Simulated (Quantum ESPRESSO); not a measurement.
# Collinear magnetic orders of CrBr2 with Quantum ESPRESSO, part 2 of 2

A self-consistent run ends on one state, which hangs on the start. Several orders of CrBr2 are started in Quantum ESPRESSO and their energies compared.

Quantum ESPRESSO 7.5; PBEsol; plane waves with GBRV 1.5 PBEsol potentials, no spin-orbit coupling.

So far, absolute magnetization (μB): step 2 (start 1: ferro +) 4.22.

### 3. Run 2, typed as antiferro q=(0,1/2,0) +−

The cell is doubled to 6 atoms to hold this order. The wavevector q is in fractions of the reciprocal vectors of the crystal's primitive cell, as the cells of these inputs are built from it; moments change sign between cells as cos(2π q·R).

Input file pw.in:

```
&CONTROL
  calculation = 'scf'
  prefix = 'pwscf'
  outdir = './tmp'
  pseudo_dir = './pseudo'
  disk_io = 'nowf'
/
&SYSTEM
  ibrav = 0
  nat = 6
  ntyp = 3
  ecutwfc = 40
  ecutrho = 280
  nbnd = 38
  occupations = 'smearing'
  smearing = 'fd'
  degauss = 0.00367493
  nspin = 2
  starting_magnetization(1) = 0.2143
  starting_magnetization(2) = -0.2143
  starting_magnetization(3) = 0
/
&ELECTRONS
  conv_thr = 1.2d-08
  electron_maxstep = 150
  mixing_beta = 0.3
/
ATOMIC_SPECIES
Cr1    51.9961 cr_pbesol_v1.5.uspp.F.UPF
Cr2    51.9961 cr_pbesol_v1.5.uspp.F.UPF
Br     79.9040 br_pbesol_v1.4.uspp.F.UPF
CELL_PARAMETERS angstrom
   3.7446690000   -1.8310550000    0.0000000000
   7.4893380000    3.6621100000    0.0000000000
  -0.7268470000    0.0000000000    6.4659460000
ATOMIC_POSITIONS crystal
Cr1     0.0000000000    0.0000000000    0.0000000000
Cr2     0.0000000000    0.5000000000    0.0000000000
Br      0.6457740000    0.3228870000    0.2332280000
Br      0.6457740000    0.8228870000    0.2332280000
Br      0.3542260000    0.1771130000    0.7667720000
Br      0.3542260000    0.6771130000    0.7667720000
K_POINTS automatic
6 3 6 0 0 0
```

Run with:

```
OMP_NUM_THREADS=1 mpirun -n 4 pw.x -nk 4 -in pw.in > pw.out
```

The log of the run:

```text
[banner, memory and clock lines left out]
Program PWSCF v.7.5 starts

     Message from routine setup:
     using ibrav=0 with symmetry is DISCOURAGED, use correct ibrav instead

     bravais-lattice index     =            0
     lattice parameter (alat)  =       7.8771  a.u.
     unit-cell volume          =    1196.7502 (a.u.)^3
     number of atoms/cell      =            6
     number of atomic types    =            3
     number of electrons       =        56.00
     number of Kohn-Sham states=           38
     kinetic-energy cutoff     =      40.0000  Ry
     charge density cutoff     =     280.0000  Ry
     scf convergence threshold =      1.2E-08
     mixing beta               =       0.3000
     number of iterations used =            8  plain     mixing
     Exchange-correlation= SLA  PW   PSX  PSC
                           (   1   4  10   8   0   0   0)

     celldm(1)=   7.877078  celldm(2)=   0.000000  celldm(3)=   0.000000
     celldm(4)=   0.000000  celldm(5)=   0.000000  celldm(6)=   0.000000

     crystal axes: (cart. coord. in units of alat)
               a(1) = (   0.898353  -0.439274   0.000000 )
               a(2) = (   1.796707   0.878547   0.000000 )
               a(3) = (  -0.174372   0.000000   1.551193 )

     reciprocal axes: (cart. coord. in units 2 pi/alat)
               b(1) = (  0.556574 -1.138243  0.062565 )
               b(2) = (  0.278287  0.569121  0.031283 )
               b(3) = ( -0.000000  0.000000  0.644665 )

     PseudoPot. # 1 for Cr read from file:
     cr_pbesol_v1.5.uspp.F.UPF
     Pseudo is Ultrasoft + core correction, Zval = 14.0

     PseudoPot. # 2 for Cr read from file:
     cr_pbesol_v1.5.uspp.F.UPF
     Pseudo is Ultrasoft + core correction, Zval = 14.0

     PseudoPot. # 3 for Br read from file:
     br_pbesol_v1.4.uspp.F.UPF
     Pseudo is Ultrasoft + core correction, Zval =  7.0

     atomic species   valence    mass     pseudopotential
     Cr1              14.00    51.99610     Cr( 1.00)
     Cr2              14.00    51.99610     Cr( 1.00)
     Br                7.00    79.90400     Br( 1.00)

     Starting magnetic structure
     atomic species   magnetization
     Cr1             0.214
     Cr2            -0.214
     Br              0.000

      2 Sym. Ops., with inversion, found

   Cartesian axes

     site n.     atom                  positions (alat units)
         1        Cr1    tau(   1) = (   0.0000000   0.0000000   0.0000000  )
         2        Cr2    tau(   2) = (   0.8983533   0.4392736   0.0000000  )
         3        Br     tau(   3) = (   1.1195980  -0.0000000   0.3617816  )
         4        Br     tau(   4) = (   2.0179513   0.4392736   0.3617816  )
         5        Br     tau(   5) = (   0.5027366   0.0000000   1.1894113  )
         6        Br     tau(   6) = (   1.4010900   0.4392736   1.1894113  )

     number of k points=    56  Fermi-Dirac smearing, width (Ry)=  0.0037
                       cart. coord. in units 2pi/alat
        k(    1) = (   0.0000000   0.0000000   0.0000000), wk =   0.0092593
        k(    2) = (   0.0000000   0.0000000   0.1074442), wk =   0.0185185
        k(    3) = (   0.0000000   0.0000000   0.2148884), wk =   0.0185185
        k(    4) = (   0.0000000   0.0000000  -0.3223326), wk =   0.0092593
        k(    5) = (   0.0927623   0.1897071   0.0104276), wk =   0.0185185
        [... 51 further k-points ...]

     Dense  grid:    94655 G-vectors     FFT dimensions: (  45,  90,  72)

     Smooth grid:    40901 G-vectors     FFT dimensions: (  32,  64,  50)

     Check: negative core charge=   -0.000003
     Generating pointlists ...
     new r_m :   0.2519 (alat units)  1.9839 (a.u.) for type    1
     new r_m :   0.2519 (alat units)  1.9839 (a.u.) for type    2
     new r_m :   0.2519 (alat units)  1.9839 (a.u.) for type    3

     Initial potential from superposition of free atoms

     starting charge      53.9999, renormalised to      56.0000

     negative rho (up, down):  1.237E-03 1.237E-03
     Starting wfcs are   36 randomized atomic wfcs +    2 random wfcs

     Self-consistent Calculation

     iteration #  1     ecut=    40.00 Ry     beta= 0.30
     Davidson diagonalization with overlap
     ethr =  1.00E-02,  avg # of iterations =  6.3

     Threshold (ethr) on eigenvalues was too large:
     Diagonalizing with lowered threshold

     Davidson diagonalization with overlap
     ethr =  4.59E-04,  avg # of iterations =  5.1

     negative rho (up, down):  1.191E-03 1.191E-03

     total energy              =    -513.00860555 Ry
     estimated scf accuracy    <       0.34614418 Ry

     total magnetization       =    -0.00 Bohr mag/cell
     absolute magnetization    =     7.79 Bohr mag/cell

     iteration #  2     ecut=    40.00 Ry     beta= 0.30
     Davidson diagonalization with overlap
     ethr =  6.18E-04,  avg # of iterations =  2.0

     negative rho (up, down):  1.767E-03 1.767E-03

     total energy              =    -513.02881972 Ry
     estimated scf accuracy    <       0.08663811 Ry

     total magnetization       =    -0.00 Bohr mag/cell
     absolute magnetization    =     7.98 Bohr mag/cell

     [... further iterations left out ...]

     iteration # 17     ecut=    40.00 Ry     beta= 0.30
     Davidson diagonalization with overlap
     ethr =  4.96E-10,  avg # of iterations =  2.0

     negative rho (up, down):  4.806E-03 4.806E-03

     total energy              =    -513.06871608 Ry
     estimated scf accuracy    <       0.00000002 Ry

     total magnetization       =    -0.00 Bohr mag/cell
     absolute magnetization    =     8.30 Bohr mag/cell

     iteration # 18     ecut=    40.00 Ry     beta= 0.30
     Davidson diagonalization with overlap
     ethr =  4.04E-11,  avg # of iterations =  4.8

     negative rho (up, down):  4.806E-03 4.806E-03

     Magnetic moment per site  (integrated on atomic sphere of radius R)
     atom   1 (R=0.252)  charge= 12.0986  magn=  3.4751
     atom   2 (R=0.252)  charge= 12.0986  magn= -3.4751
     atom   3 (R=0.252)  charge=  4.8326  magn= -0.0143
     atom   4 (R=0.252)  charge=  4.8326  magn=  0.0143
     atom   5 (R=0.252)  charge=  4.8326  magn=  0.0143
     atom   6 (R=0.252)  charge=  4.8326  magn= -0.0143

     End of self-consistent calculation

     Number of k-points >= 100: set verbosity='high' to print the bands.

     the Fermi energy is     4.7582 ev

!    total energy              =    -513.06871610 Ry
     estimated scf accuracy    <          8.0E-10 Ry
     smearing contrib. (-TS)   =      -0.00001826 Ry
     internal energy E=F+TS    =    -513.06869784 Ry

     The total energy is F=E-TS. E is the sum of the following terms:
     one-electron contribution =    -348.50208607 Ry
     hartree contribution      =     188.63322251 Ry
     xc contribution           =    -123.39363468 Ry
     ewald contribution        =    -229.80619960 Ry

     total magnetization       =    -0.00 Bohr mag/cell
     absolute magnetization    =     8.30 Bohr mag/cell

     convergence has been achieved in  18 iterations
```

The job ended after 3 min (4 MPI ranks of Arm Neoverse V2, shared host; peak memory 1.1 GiB; 12 min of CPU time).

Spin moment in the atom's sphere by atom:

```
atom  spin moment in the atom's sphere (μB)
 Cr1                                   3.48
 Cr2                                  -3.48
 Br3                                  -0.01
 Br4                                   0.01
 Br5                                   0.01
 Br6                                  -0.01
```

Numbers from this step:

```
smearing term TS       : 2.48e-4 eV
magnetization          : 0 μB
absolute magnetization : 8.298 μB
final state            : antiferromagnetic
```

Spin density in the bc plane at fractional x = 0.000, with atoms of Cr within 0.2 Å of it.

Values in e/Å³, 9 rows by 16 columns, each cell a mean:
```
 2.1  0.5  0.1  0.0  0.0  0.0 -0.2 -1.4 -2.1 -0.5 -0.1  0.0  0.0  0.0  0.2  1.4
 0.1  0.1  0.0  0.0  0.0  0.0  0.0 -0.1 -0.1 -0.1  0.0  0.0  0.0  0.0  0.0  0.1
 0.0  0.0  0.0  0.0  0.0  0.0  0.0  0.0  0.0  0.0  0.0  0.0  0.0  0.0  0.0  0.0
 0.0  0.0  0.0  0.0  0.0  0.0  0.0  0.0  0.0  0.0  0.0  0.0  0.0  0.0  0.0  0.0
 0.0  0.0  0.0  0.0  0.0  0.0  0.0  0.0  0.0  0.0  0.0  0.0  0.0  0.0  0.0  0.0
 0.0  0.0  0.0  0.0  0.0  0.0  0.0  0.0  0.0  0.0  0.0  0.0  0.0  0.0  0.0  0.0
 0.0  0.0  0.0  0.0  0.0  0.0  0.0  0.0  0.0  0.0  0.0  0.0  0.0  0.0  0.0  0.0
 0.3  0.1  0.0  0.0  0.0  0.0 -0.1 -0.2 -0.3 -0.1  0.0  0.0  0.0  0.0  0.1  0.2
 2.9  0.6  0.1  0.0  0.0  0.0 -0.3 -2.2 -2.9 -0.6 -0.1  0.0  0.0  0.0  0.3  2.2
```
Columns run along b (8.3 Å), rows up along c (6.5 Å). Atoms in or near the plane, at fractional coordinates: Cr at (0.00, 0.00), Cr at (0.50, 0.00).

Valence density in the bc plane at fractional x = 0.000, with atoms of Cr within 0.2 Å of it. It is the smooth field of the valence electrons, not physical close to the nuclei.

Ten steps, logarithmic in the rise over the least value, from '_' (0 e/Å³) to '@' (13 e/Å³), each cell a mean:
```
@@%%==..______....==%%@@@@**::..____....::**@@
**==::..__......::--++**++--............::==**
::....__....::::::::::::::..__....::::::::::::
________..::::::::......______....::::::......
________..::::::....__________....::::::....__
________..........______________........______
______________________________________________
______________________________________________
______________________________________________
______________________________________________
________......________________........________
______..::::....____________....::::..________
__....::::::::..__________....::::::....______
......::::::::..____........::::::::....____..
==--::::::..........::====::::::::........::--
@@##--......____..--**%%%%++::......__....==%%
@@@@==....______..==@@@@@@##--..______..::**@@
```
Columns run along b (8.3 Å), rows up along c (6.5 Å). Atoms in or near the plane, at fractional coordinates: Cr at (0.00, 0.00), Cr at (0.50, 0.00).

### 4. Start 3: antiferro q=(1/2,1/2,0) +−

This order needs a doubled cell of 6 atoms.

Input file pw.in:

```
&CONTROL
  calculation = 'scf'
  prefix = 'pwscf'
  outdir = './tmp'
  pseudo_dir = './pseudo'
  disk_io = 'nowf'
/
&SYSTEM
  ibrav = 0
  nat = 6
  ntyp = 3
  ecutwfc = 40
  ecutrho = 280
  nbnd = 38
  occupations = 'smearing'
  smearing = 'fd'
  degauss = 0.00367493
  nspin = 2
  starting_magnetization(1) = 0.2143
  starting_magnetization(2) = -0.2143
  starting_magnetization(3) = 0
/
&ELECTRONS
  conv_thr = 1.2d-08
  electron_maxstep = 150
  mixing_beta = 0.3
/
ATOMIC_SPECIES
Cr1    51.9961 cr_pbesol_v1.5.uspp.F.UPF
Cr2    51.9961 cr_pbesol_v1.5.uspp.F.UPF
Br     79.9040 br_pbesol_v1.4.uspp.F.UPF
CELL_PARAMETERS angstrom
   7.4893380000   -3.6621100000    0.0000000000
   7.4893380000    0.0000000000    0.0000000000
  -0.7268470000    0.0000000000    6.4659460000
ATOMIC_POSITIONS crystal
Cr1     0.0000000000    0.0000000000    0.0000000000
Cr2     0.5000000000    0.0000000000    0.0000000000
Br      0.0000000000    0.6457740000    0.2332280000
Br      0.5000000000    0.6457740000    0.2332280000
Br      0.0000000000    0.3542260000    0.7667720000
Br      0.5000000000    0.3542260000    0.7667720000
K_POINTS automatic
3 6 6 0 0 0
```

The log of the run:

```text
     [... lines left out ...]
Program PWSCF v.7.5 starts
     [... lines left out ...]
     number of atoms/cell      =            6
     [... lines left out ...]
     number of electrons       =        56.00
     number of Kohn-Sham states=           38
     kinetic-energy cutoff     =      40.0000  Ry
     charge density cutoff     =     280.0000  Ry
     scf convergence threshold =      1.2E-08
     [... lines left out ...]
      4 Sym. Ops., with inversion, found
     [... lines left out ...]
     number of k points=    40  Fermi-Dirac smearing, width (Ry)=  0.0037
     [... lines left out ...]
     iteration # 13     ecut=    40.00 Ry     beta= 0.30
     [... lines left out ...]
     Magnetic moment per site  (integrated on atomic sphere of radius R)
     atom   1 (R=0.126)  charge= 12.0992  magn=  3.4912
     atom   2 (R=0.126)  charge= 12.0992  magn= -3.4912
     atom   3 (R=0.126)  charge=  4.8324  magn=  0.0520
     atom   4 (R=0.126)  charge=  4.8323  magn= -0.0520
     atom   5 (R=0.126)  charge=  4.8324  magn=  0.0520
     atom   6 (R=0.126)  charge=  4.8323  magn= -0.0520
     [... lines left out ...]
     the Fermi energy is     4.7337 ev
!    total energy              =    -513.06772345 Ry
     estimated scf accuracy    <          2.7E-09 Ry
     smearing contrib. (-TS)   =      -0.00000907 Ry
     [... lines left out ...]
     total magnetization       =     0.00 Bohr mag/cell
     absolute magnetization    =     8.34 Bohr mag/cell
     convergence has been achieved in  13 iterations
```

Wall time 2.6 min (4 MPI ranks); peak memory 1.1 GiB.

Spin moment in the atom's sphere by atom:

```
atom  spin moment in the atom's sphere (μB)
 Cr1                                   3.49
 Cr2                                  -3.49
 Br3                                   0.05
 Br4                                  -0.05
 Br5                                   0.05
 Br6                                  -0.05
```

This step gave:

* smearing term TS: 1.23e-4 eV
* magnetization: 0 μB
* absolute magnetization: 8.344 μB
* final state: antiferromagnetic

### 5. Run 4 (no spin polarisation)

Input file pw.in:

```
&CONTROL
  calculation = 'scf'
  prefix = 'pwscf'
  outdir = './tmp'
  pseudo_dir = './pseudo'
  disk_io = 'nowf'
/
&SYSTEM
  ibrav = 0
  nat = 3
  ntyp = 2
  ecutwfc = 40
  ecutrho = 280
  nbnd = 21
  occupations = 'smearing'
  smearing = 'fd'
  degauss = 0.00367493
/
&ELECTRONS
  conv_thr = 6d-09
  electron_maxstep = 150
  mixing_beta = 0.3
/
ATOMIC_SPECIES
Cr     51.9961 cr_pbesol_v1.5.uspp.F.UPF
Br     79.9040 br_pbesol_v1.4.uspp.F.UPF
CELL_PARAMETERS angstrom
   3.7446690000   -1.8310550000    0.0000000000
   3.7446690000    1.8310550000    0.0000000000
  -0.7268470000    0.0000000000    6.4659460000
ATOMIC_POSITIONS crystal
Cr      0.0000000000    0.0000000000    0.0000000000
Br      0.6457740000    0.6457740000    0.2332280000
Br      0.3542260000    0.3542260000    0.7667720000
K_POINTS automatic
6 6 6 0 0 0
```

The log of the run:

```text
     [... lines left out ...]
Program PWSCF v.7.5 starts
     [... lines left out ...]
     number of atoms/cell      =            3
     [... lines left out ...]
     number of electrons       =        28.00
     number of Kohn-Sham states=           21
     kinetic-energy cutoff     =      40.0000  Ry
     charge density cutoff     =     280.0000  Ry
     scf convergence threshold =      6.0E-09
     [... lines left out ...]
      4 Sym. Ops., with inversion, found
     [... lines left out ...]
     number of k points=    68  Fermi-Dirac smearing, width (Ry)=  0.0037
     [... lines left out ...]
     iteration # 15     ecut=    40.00 Ry     beta= 0.30
     [... lines left out ...]
     the Fermi energy is     4.9827 ev
!    total energy              =    -256.36107657 Ry
     estimated scf accuracy    <          1.1E-09 Ry
     smearing contrib. (-TS)   =      -0.00760788 Ry
     [... lines left out ...]
     convergence has been achieved in  15 iterations
```

The job ended after 22 s (4 MPI ranks; peak memory 0.45 GiB; 86 s of CPU time).

Numbers from this step:

```
smearing term TS : 0.1035 eV
final state      : non-magnetic (no spin polarisation)
```

### 6. Energies of the orders

An order is kept where moments of 0.15 μB or more survive with the typed signs; meshes match where a doubled cell samples the same k points as the first cell.

Orders:

```
                     start        final state  typed order kept  energy over the lowest (meV a seeded atom)  largest site moment (μB)  net moment (μB a cell of the first run)  mesh matched  CPU time (s)
                   ferro +      ferromagnetic               yes                                       23.38                      3.51                                        4           yes         165.3
  antiferro q=(0,1/2,0) +-  antiferromagnetic               yes                                           0                     3.475                                        0           yes         720.1
antiferro q=(1/2,1/2,0) +-  antiferromagnetic               yes                                       6.753                     3.491                                        0           yes         621.2
      no spin polarisation       non-magnetic                 -                                        2358                         0                                        0           yes         85.69
```

### 7. Energy mapping

E = −Σ J e·e over ordered pairs of unit vectors, so each pair counts twice. As many shells are taken as there are differences of energy, so the couplings are solved for and no residual tests the model; further shells are folded in, and shells whose pairs keep their relative signs in all orders cancel and are not probed. Couplings from the energies:

```
 pair  distance (Å)  neighbours an atom  J (meV)
Cr-Cr         3.662                   2   -3.767
Cr-Cr         4.168                   4   -2.078
```

### 8. What came out

* lowest state found: antiferromagnetic (from antiferro q=(0,1/2,0) +-)
* largest site moment: 3.48 μB
* next state with moments: antiferromagnetic, 6.75 meV a seeded atom higher
* state without moments: 2358 meV a seeded atom higher
* J of the weightiest shell (Cr-Cr, 4.17 Å; E = −Σ J e·e, ordered pairs): -2.08 meV

Forming the moments gains more than four times the spread of the orders, as local moments do. The largest moment changes by 0.99 % between the kept orders, as for well localised moments. Only these 4 starts were compared; other wavevectors, canted and longer-period orders were not. No Hubbard term acts here. In such compounds local and semilocal functionals without one often delocalise the d electrons, and can shrink or lose moments and miss the size, sign and order of the couplings.

[Logs and program files are shortened in this print: banners, set-up blocks, solver, clock and traceback lines can be left out without a mark of their own.]

[Logs are printed without paths, hosts, clocks, repeated set-up lines and the standing remarks that a program may print on its own settings, such as how far it seeks lower states.]

[Hosts, paths, dates, database ids (printed as entryN), source tags and the programs' standing remarks are cut or masked in the printed files.]

[Where a cell is said to come from a database of computed structures, the database is the Materials Project.]
